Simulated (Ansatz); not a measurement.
# Current against voltage: 1,4-phenylene with direct metal-carbon ends, between Au atomic chains, part 2 of 2

Aim: the current at finite bias, with the potential solved under it.

Ansatz 0.2.0; DFT PBE, plane waves, PAW; relaxation of a junction, electrodes held but for their tips (the session's first sound run).

So far: The structure; Relaxing the junction.

**2. Relaxing the junction (continued)**

The steps of the relaxation:

```csv
step,energy less that of the first step (eV),largest force component (eV/Å)
1,0.0000,3.4738
2,-1.7807,0.9148
3,-1.9782,0.1087
4,-1.9819,0.0483
```

The run keeps the 8 symmetry operations that it works with, so distortions that break them were not tested.

The atoms that moved most (Å):

```csv
atom,dx,dy,dz,length
H26,0.219,0.000,0.006,0.219
H24,-0.219,0.000,-0.006,0.219
H23,-0.219,0.000,0.006,0.219
H25,0.219,0.000,-0.006,0.219
C22,0.120,0.000,-0.005,0.120
C21,0.120,0.000,0.005,0.120
C19,-0.120,0.000,0.005,0.120
C18,-0.120,0.000,-0.005,0.120
```

This step gave:

* energy at zero smearing: -422298.7930 eV

The largest force component on a free atom ends at 0.048 eV/Å, under the limit of 0.07. The apex atoms end 6.78 Å apart, and their nearest bridge atoms lie at 2.00 Å (Au–C) and 2.00 Å (Au–C).

**3. Current against voltage**

This step: DFT PBE, plane waves, PAW; current against voltage, self-consistent under bias (Ansatz 0.2.0).

Vacuum beyond both ends lets the two leads hold different Fermi levels, and the density is solved anew at each bias. Each lead has 16 atoms, since a wire screens slowly.

input.yaml reads:

```yaml
crystal:
  lattice:
    - [9.8, 0.0, 0.0]
    - [0.0, 6.0, 0.0]
    - [0.0, 0.0, 98.881251389]
  atoms:
    - { symbol: Au, position: [0.5, 0.5, -6.0e-10] }
    - { symbol: Au, position: [0.5, 0.5, 0.0262941649] }
    - { symbol: Au, position: [0.5, 0.5, 0.0525883304] }
    - { symbol: Au, position: [0.5, 0.5, 0.0788824964] }
    - { symbol: Au, position: [0.5, 0.5, 0.1051766614] }
    - { symbol: Au, position: [0.5, 0.5, 0.1314708274] }
    - { symbol: Au, position: [0.5, 0.5, 0.1577649929] }
    - { symbol: Au, position: [0.5, 0.5, 0.1840591584] }
    - { symbol: Au, position: [0.5, 0.5, 0.2103533244] }
    - { symbol: Au, position: [0.5, 0.5, 0.2366474899] }
    - { symbol: Au, position: [0.5, 0.5, 0.2629416554] }
    - { symbol: Au, position: [0.5, 0.5, 0.2892358209] }
    - { symbol: Au, position: [0.5, 0.5, 0.3155299864] }
    - { symbol: Au, position: [0.5, 0.5, 0.3418241524] }
    - { symbol: Au, position: [0.5, 0.5, 0.3681574958] }
    - { symbol: Au, position: [0.5, 0.5, 0.3949458361] }
    - { symbol: C, position: [0.5, 0.5, 0.4151641044] }
    - { symbol: C, position: [0.37591402, 0.5, 0.4221031896] }
    - { symbol: C, position: [0.37591402, 0.5, 0.4363128401] }
    - { symbol: C, position: [0.5, 0.5, 0.4432519253] }
    - { symbol: C, position: [0.62408598, 0.5, 0.4363128401] }
    - { symbol: C, position: [0.62408598, 0.5, 0.4221031896] }
    - { symbol: H, position: [0.2786431587, 0.5, 0.4167237253] }
    - { symbol: H, position: [0.2786431587, 0.5, 0.4416923044] }
    - { symbol: H, position: [0.7213568413, 0.5, 0.4416923044] }
    - { symbol: H, position: [0.7213568413, 0.5, 0.4167237253] }
    - { symbol: Au, position: [0.5, 0.5, 0.4634701937] }
    - { symbol: Au, position: [0.5, 0.5, 0.4902585339] }
    - { symbol: Au, position: [0.5, 0.5, 0.5165918774] }
    - { symbol: Au, position: [0.5, 0.5, 0.5428860434] }
    - { symbol: Au, position: [0.5, 0.5, 0.5691802089] }
    - { symbol: Au, position: [0.5, 0.5, 0.5954743744] }
    - { symbol: Au, position: [0.5, 0.5, 0.6217685399] }
    - { symbol: Au, position: [0.5, 0.5, 0.6480627054] }
    - { symbol: Au, position: [0.5, 0.5, 0.6743568714] }
    - { symbol: Au, position: [0.5, 0.5, 0.7006510369] }
    - { symbol: Au, position: [0.5, 0.5, 0.7269452024] }
    - { symbol: Au, position: [0.5, 0.5, 0.7532393684] }
    - { symbol: Au, position: [0.5, 0.5, 0.7795335334] }
    - { symbol: Au, position: [0.5, 0.5, 0.8058276994] }
    - { symbol: Au, position: [0.5, 0.5, 0.8321218649] }
    - { symbol: Au, position: [0.5, 0.5, 0.8584160304] }
kpoints:
  mp_grid: { grid: [1, 1, 1] }
scf:
  occupations: { method: fermi_dirac, width: 0.1 }
hamiltonian:
  xc: pbe
output:
  current_voltage:
    leads: [[9, 10], [31, 32]]
    bias: [0.4, 0.8, 1.2, 1.6]
    electrode_ends: [15, 26]
    kmesh: [1, 1]
  write_potential: true
  write_density: true
  volumetric_format: npy
basis:
  ecutwfc: "340 eV"
```

Command:

```sh
$ ansatz run input.yaml --threads 8 --pin off --max-ram 16384MiB --backend cpu --events-out ev --progress --plain --runs-dir out
```

Numbers of over 12 decimals in the logs are rounded to 6 here.

Log:

```text
[...]
Crystal: 42 atoms, lattice volume = 5814.218 Å³
Basis set: ecut = 340 eV, 82463 PW (Γ)
Bands: 382, of which v1, the nominal top of the filled ones, is band 318 counted from 1 (317 counted from 0)
Symmetry: 8 space group operations
[...]
k-points: 1
[...]
SCF iter   1: F=—  HF=-422299.685055 eV  |F-HF|=—  |Δ(HF+E_count)|=         —  Δρ=3.85e-3  dr2=7.23e0  ethr=1.77e-3  ⟨swp⟩=9.0  Hψ=1725  notcnv=0  defer=8
[...]
SCF iter  12: F=-422299.512816 eV  HF=-422299.512816 eV  |F-HF|=5.69e-8  |Δ(HF+E_count)|=   1.18e-7  Δρ=7.75e-7  dr2=9.40e-8  ethr=1.57e-11  ⟨swp⟩=20.0  Hψ=2257  notcnv=0
[...]
SCF 1 converged in 12 iterations: F = -422299.512816 eV  dr2 = 9.40e-8
[...]
bias +0 V, iteration  1: dr2 1.15e2 eV, mean Fermi level -3.5352 eV
bias +0 V, iteration  2: dr2 2.09e1 eV, mean Fermi level -3.6943 eV
bias +0 V, iteration  3: dr2 2.78e1 eV, mean Fermi level -3.6531 eV
bias +0 V, iteration  4: dr2 2.20e0 eV, mean Fermi level -3.6432 eV
bias +0 V, iteration  5: dr2 6.33e0 eV, mean Fermi level -3.6517 eV
bias +0 V, iteration  6: dr2 1.43e0 eV, mean Fermi level -3.6672 eV
bias +0 V, iteration  7: dr2 3.21e0 eV, mean Fermi level -3.6570 eV
bias +0 V, iteration  8: dr2 2.28e-1 eV, mean Fermi level -3.6558 eV
bias +0 V, iteration  9: dr2 9.28e-1 eV, mean Fermi level -3.6807 eV
bias +0 V, iteration 10: dr2 1.71e-1 eV, mean Fermi level -3.6659 eV
bias +0 V, iteration 11: dr2 5.49e-2 eV, mean Fermi level -3.6606 eV
bias +0 V, iteration 12: dr2 1.26e-2 eV, mean Fermi level -3.6587 eV
bias +0 V, iteration 13: dr2 3.58e-3 eV, mean Fermi level -3.6576 eV
bias +0 V, iteration 14: dr2 1.08e-3 eV, mean Fermi level -3.6575 eV
bias +0 V, iteration 15: dr2 5.40e-4 eV, mean Fermi level -3.6579 eV
bias +0 V, iteration 16: dr2 3.02e-4 eV, mean Fermi level -3.6581 eV
bias +0 V, iteration 17: dr2 2.06e-4 eV, mean Fermi level -3.6582 eV
bias +0 V, iteration 18: dr2 9.06e-5 eV, mean Fermi level -3.6583 eV
bias +0 V, iteration 19: dr2 3.09e-5 eV, mean Fermi level -3.6583 eV
bias +0 V, iteration 20: dr2 1.91e-5 eV, mean Fermi level -3.6583 eV
bias +0 V, iteration 21: dr2 2.97e-5 eV, mean Fermi level -3.6583 eV
bias +0 V, iteration 22: dr2 8.23e-6 eV, mean Fermi level -3.6582 eV
bias +0 V, iteration 23: dr2 5.12e-6 eV, mean Fermi level -3.6582 eV
bias +0 V, iteration 24: dr2 3.16e-6 eV, mean Fermi level -3.6582 eV
bias +0 V, iteration 25: dr2 7.45e-7 eV, mean Fermi level -3.6581 eV
bias +0 V, iteration 26: dr2 3.53e-7 eV, mean Fermi level -3.6581 eV
bias +0 V, iteration 27: dr2 4.04e-7 eV, mean Fermi level -3.6581 eV
bias +0 V, iteration 28: dr2 2.47e-7 eV, mean Fermi level -3.6581 eV
bias +0 V, iteration 29: dr2 1.79e-7 eV, mean Fermi level -3.6581 eV
bias +0 V, iteration 30: dr2 7.67e-8 eV, mean Fermi level -3.6582 eV
bias +0.4 V, iteration  1: dr2 8.58e1 eV, mean Fermi level -3.5437 eV
bias +0.4 V, iteration  2: dr2 1.03e1 eV, mean Fermi level -3.5981 eV
bias +0.4 V, iteration  3: dr2 5.03e0 eV, mean Fermi level -3.6131 eV
bias +0.4 V, iteration  4: dr2 1.58e0 eV, mean Fermi level -3.6279 eV
bias +0.4 V, iteration  5: dr2 1.01e0 eV, mean Fermi level -3.6423 eV
bias +0.4 V, iteration  6: dr2 9.05e-1 eV, mean Fermi level -3.6403 eV
bias +0.4 V, iteration  7: dr2 4.16e-1 eV, mean Fermi level -3.6439 eV
bias +0.4 V, iteration  8: dr2 4.21e-1 eV, mean Fermi level -3.6472 eV
bias +0.4 V, iteration  9: dr2 2.56e-1 eV, mean Fermi level -3.6529 eV
bias +0.4 V, iteration 10: dr2 2.38e-1 eV, mean Fermi level -3.6470 eV
[...]
bias +1.6 V, iteration 71: dr2 8.31e-7 eV, mean Fermi level -3.5768 eV
bias +1.6 V, iteration 72: dr2 9.34e-7 eV, mean Fermi level -3.5768 eV
bias +1.6 V, iteration 73: dr2 3.35e-7 eV, mean Fermi level -3.5768 eV
bias +1.6 V, iteration 74: dr2 3.77e-7 eV, mean Fermi level -3.5768 eV
bias +1.6 V, iteration 75: dr2 5.18e-7 eV, mean Fermi level -3.5768 eV
bias +1.6 V, iteration 76: dr2 4.92e-7 eV, mean Fermi level -3.5768 eV
bias +1.6 V, iteration 77: dr2 2.92e-7 eV, mean Fermi level -3.5768 eV
bias +1.6 V, iteration 78: dr2 3.75e-7 eV, mean Fermi level -3.5768 eV
bias +1.6 V, iteration 79: dr2 2.37e-7 eV, mean Fermi level -3.5768 eV
bias +1.6 V, iteration 80: dr2 2.50e-7 eV, mean Fermi level -3.5768 eV
bias +1.6 V, iteration 81: dr2 1.64e-7 eV, mean Fermi level -3.5768 eV
bias +1.6 V, iteration 82: dr2 7.95e-8 eV, mean Fermi level -3.5768 eV
transmission: 8 of 60 steps passed
transmission: 15 of 60 steps passed
[...]
transmission: 60 of 60 steps passed
WARN: The output density's exchange-correlation potential varies sharply where the density is thin. Do not read a vacuum level from v_tot or v_xc, or from such a field of the output density. On a cell that repeats whose density bears no net charge and no dipole along the vacuum's axis use v_es (v_loc + v_h of the components); under efield.dipole_correction with no amplitude use v_es + v_field, which holds any externa [...]
SCF converged after 12 iterations
Free energy (F): -422299.512816 eV
[...]
Internal energy: -422298.073368 eV  (E = F + TS)
E sigma→0 (E₀):  -422298.793092 eV
Entropy (-TS):   -1.439448 eV (-34.273 meV/atom)
Fermi energy:    -3.800123 eV
[...]
--- Band table (eV) ---
  k-point 0: bands = [... 314 lower, -3.9825, -3.9497, -3.9494, -3.9492, -3.9298, -3.7846, -3.7142, -3.3986, ... 60 higher]
--- Current–voltage curve ---
  leads      : [9, 10] from 98.88 to 135.29 and [31, 32] from 147.36 to 183.76 Å, reservoirs outside 122.05 and 160.60
  electrodes : end at 137.93 and 144.71 Å
  density    : 455 bands, filled at a thermal energy of 2.585e-2 eV; current at 300 K
  bias (V)   current (A)   every other point   every other energy   edges, levels   drop (V)   electrons moved   misfit (meV)   iterations
        +0      0.0000e0                   -             0.0000e0        0.0000e0     +0.000            0.00e0          253.9   30
      +0.4     1.4634e-5                   -            1.4674e-5       3.5206e-9     +0.266           7.59e-3          262.6   55
      +0.8     2.8315e-5                   -            2.8317e-5      7.1896e-12     +0.485           1.50e-2          274.1   48
[...]
At 0 V the conductance is 6.2677e-5 S, 1.0659e14 S/m².
```

Elapsed: 48 min, on 8 threads of Arm Neoverse V2, shared host; peak memory 8.6 GiB.

Numbers from this step:

- conductance at zero bias: 0.8089 G₀
- current at the highest bias: 40.89 μA
- largest misfit of the leads: 280.9 meV

Cell area 58.800 Å^2. The current through one cell by bias:

```csv
bias (V),current through one cell (μA)
0.000,0
0.400,14.6
0.800,28.3
1.200,38.1
1.600,40.9
```

Bias 0 V. Transmission and channels at 0 V against energy, zero at the mean Fermi level:

```csv
energy (eV),transmission,"channels, lower lead","channels, upper lead"
-0.259,1.44,4,4
-0.233,1.51,4,4
-0.207,1.56,4,4
-0.181,1.58,4,4
-0.155,1.52,4,4
-0.129,1.40,4,4
-0.103,1.27,3,3
-0.078,1.13,3,3
-0.052,1.01,3,3
-0.026,0.924,3,3
0.000,0.857,3,3
0.026,0.684,3,3
0.052,0.508,1,1
0.078,0.481,1,1
0.103,0.452,1,1
0.129,0.423,1,1
0.155,0.393,1,1
0.181,0.363,1,1
0.207,0.335,1,1
0.233,0.309,1,1
0.259,0.284,1,1
```

Bias 0.8 V. The transmission and channels at 0.8 V by energy, zero at the mean Fermi level:

```csv
energy (eV),transmission,"channels, lower lead","channels, upper lead"
-0.672,0.911,6,4
-0.646,1.06,4,4
-0.595,1.32,4,4
-0.569,1.35,4,4
-0.517,1.28,4,4
-0.491,1.24,4,4
-0.465,1.21,4,4
-0.414,1.18,4,3
-0.388,1.15,4,3
-0.336,0.958,4,3
-0.310,0.642,4,1
-0.284,0.634,4,1
-0.233,0.586,4,1
-0.207,0.549,4,1
-0.155,0.470,4,1
-0.129,0.437,4,1
-0.103,0.410,4,1
-0.052,0.373,4,1
-0.026,0.362,4,1
0.000,0.354,4,1
0.026,0.346,3,1
0.052,0.337,3,1
0.103,0.363,3,1
0.129,0.351,3,1
0.155,0.343,3,1
0.207,0.325,1,1
0.233,0.313,1,1
0.284,0.284,1,1
0.310,0.268,1,1
0.336,0.251,1,1
0.388,0.218,1,1
0.414,0.203,1,1
0.465,0.174,1,1
0.491,0.162,1,1
0.517,0.150,1,1
0.569,0.129,1,1
0.595,0.120,1,1
0.646,0.105,1,1
0.672,0.0981,1,1
```

Bias 1.6 V. Transmission and channels at 1.6 V against energy, zero at the mean Fermi level:

```csv
energy (eV),transmission,"channels, lower lead","channels, upper lead"
-1.008,0.530,3,4
-0.905,1.29,5,4
-0.801,1.04,5,3
-0.698,0.829,5,1
-0.672,0.951,5,1
-0.595,0.774,6,1
-0.543,0.987,6,1
-0.491,0.705,6,1
-0.414,0.284,6,1
-0.388,0.230,4,1
-0.310,0.169,4,1
-0.207,0.185,4,1
-0.103,0.293,4,1
0.000,0.445,4,1
0.103,0.245,4,1
0.207,0.159,4,1
0.310,0.170,3,1
0.388,0.152,3,1
0.491,0.131,1,1
0.595,0.110,1,1
0.698,0.0895,1,1
0.801,0.0711,1,1
0.905,0.0560,1,1
1.008,0.0441,1,1
```

The Hartree potential energy less that at 0 V, planar mean (0.4 V) oscillates, so the rows of the table below give means over windows of 5 Å about each position, cut where the curve ends. Its maxima inside the range that stand out by 2 % of the span (Å: eV): 103.8: 0.208, 125.6: 0.141, 130.6: 0.150. Its minima: 123.0: 0.126, 127.6: 0.125, 178.8: -0.179.

The Hartree potential energy less that at 0 V, planar mean by z; means over each step:

```csv
z (Å),0.4 V (eV),0.8 V (eV),1.2 V (eV),1.6 V (eV)
95,0.0996,0.195,0.310,0.429
100,0.195,0.385,0.593,0.806
105,0.207,0.410,0.632,0.863
110,0.196,0.386,0.598,0.835
115,0.175,0.337,0.522,0.746
120,0.144,0.235,0.351,0.579
125,0.134,0.216,0.272,0.409
130,0.135,0.216,0.268,0.348
135,0.0970,0.179,0.220,0.202
140,-0.0404,0.0826,0.116,0.0497
145,-0.120,-0.149,-0.213,-0.340
150,-0.133,-0.247,-0.370,-0.524
155,-0.134,-0.279,-0.420,-0.581
160,-0.137,-0.290,-0.433,-0.597
165,-0.149,-0.309,-0.458,-0.622
170,-0.162,-0.333,-0.491,-0.657
175,-0.175,-0.357,-0.523,-0.688
180,-0.176,-0.359,-0.524,-0.685
185,-0.137,-0.278,-0.402,-0.520
190,-0.0357,-0.0733,-0.0936,-0.108
```

The electron density less that at 0 V, planar mean (0.4 V) oscillates, so the rows of the table below give means over windows of 5 Å about each position, cut where the curve ends. Its first 14 maxima inside the range that stand out by 2 % of the span (Å: e/Å³): 97.9: 6.8e-5, 107.1: 1.4e-5, 108.8: 1.7e-5, 111.4: 2.8e-5, 114.1: 3.5e-5, 117.0: 5.7e-5, 119.7: 4.4e-5, 121.0: 7.1e-5, 122.3: 9.1e-5, 124.3: 4.1e-5, 125.3: 9.8e-5, 126.9: 1.9e-4, 127.9: 1.4e-4, 129.6: 3.5e-4. Its first 14 minima: 105.5: -6.5e-6, 108.1: -1.1e-5, 110.8: -1.9e-5, 113.1: -3.3e-5, 115.7: -4.2e-5, 119.0: -7.0e-5, 120.0: -4.3e-5, 121.7: -2.9e-5, 122.7: -1.1e-4, 124.6: 8.3e-6, 125.6: 8.3e-6, 127.6: -3.8e-4, 128.6: -1.4e-4, 130.2: -1.1e-4.

The electron density less that at 0 V, planar mean by z; means over each step:

```csv
z (Å),0.4 V (e/Å³),0.8 V (e/Å³),1.2 V (e/Å³),1.6 V (e/Å³)
95,5.3e-6,1.1e-5,1.6e-5,2.2e-5
100,2.4e-5,4.7e-5,6.9e-5,9.2e-5
105,5.7e-6,1.1e-5,1.6e-5,1.8e-5
110,3.2e-6,6.4e-6,8.7e-6,1.3e-5
115,4.9e-6,1.7e-5,2.7e-5,1.5e-5
120,-1.9e-6,-2.4e-5,-3.0e-5,-8.7e-6
125,-4.1e-6,7.7e-6,9.8e-6,4.8e-6
130,7.9e-6,1.7e-5,2.9e-5,6.0e-5
135,2.9e-6,-1.1e-5,-7.5e-6,1.0e-5
140,-7.7e-6,3.7e-5,3.8e-5,-3.0e-6
145,-6.1e-6,-4.1e-5,-5.5e-5,-6.4e-5
150,-3.6e-6,-8.1e-6,-1.5e-5,-1.7e-5
155,5.2e-7,-2.7e-6,-4.8e-6,-5.2e-6
160,4.3e-6,4.4e-6,5.9e-6,5.4e-6
165,2.2e-6,2.9e-6,2.5e-6,1.7e-6
170,-1.4e-6,-3.3e-6,-5.2e-6,-6.3e-6
175,-3.6e-6,-6.9e-6,-9.9e-6,-1.1e-5
180,-5.9e-6,-1.2e-5,-1.7e-5,-2.1e-5
185,-2.6e-5,-5.2e-5,-7.8e-5,-1.0e-4
190,-8.8e-7,-7.8e-7,-7.5e-7,-7.3e-7
```

By hand: at 1.6 V the window reaches from -0.8 to 0.8 eV, and the mean transmission a spin over it is 0.331. With sharp Fermi edges I = G0 × V × T̄ = 77.48 μS × 1.6 V × 0.331 = 41.0 μA, against 40.9 μA from the program at 300 K.

The zero-bias conductance is 0.809 G₀; current over voltage goes 0.472 at +0.4 V, 0.457 at +0.8 V, 0.410 at +1.2 V and 0.330 at +1.6 V in the same unit. The leads' misfit reaches 281 meV.

**4. What came out**

```yaml
conductance_at_zero_bias: 0.809 G₀
current_at_plus_0p4_v: 14.6 μA
current_at_plus_0p8_v: 28.3 μA
current_at_plus_1p2_v: 38.1 μA
current_at_plus_1p6_v: 40.9 μA
```

In words: The junction conducts 0.809 G₀ at zero bias and carries 40.9 μA at 1.60 V. At 1.60 V the current is 0.41 times what the zero-bias conductance would give; over all biases of the sweep that ratio lies between 0.41 and 0.58. Of the 1.60 V, 1.06 V drops at the junction and the rest at the reservoirs. The leads' misfit reaches 281 meV, above the few hundredths of an eV that the manual allows, so the currents are rough. A wire screens slowly, so the current depends on the leads' length and the box width; neither was converged here. Semilocal functionals put a molecule's frontier levels too near the Fermi level, so conductances off resonance usually come out too high. Transport is coherent and elastic here: the atoms are frozen, so scattering by vibrations plays no part. Spin-orbit coupling is left out, which matters for the bands of heavy atoms. A cutoff under the files' recommended one was taken to save time; its effect on T(E) was not tested here.

[Logs are printed without paths, hosts, clocks, repeated set-up lines and the standing remarks that a program may print on its own settings, such as how far it seeks lower states.]

[Hosts, paths, dates, database ids (printed as entryN), source tags and the programs' standing remarks are cut or masked in the printed files.]
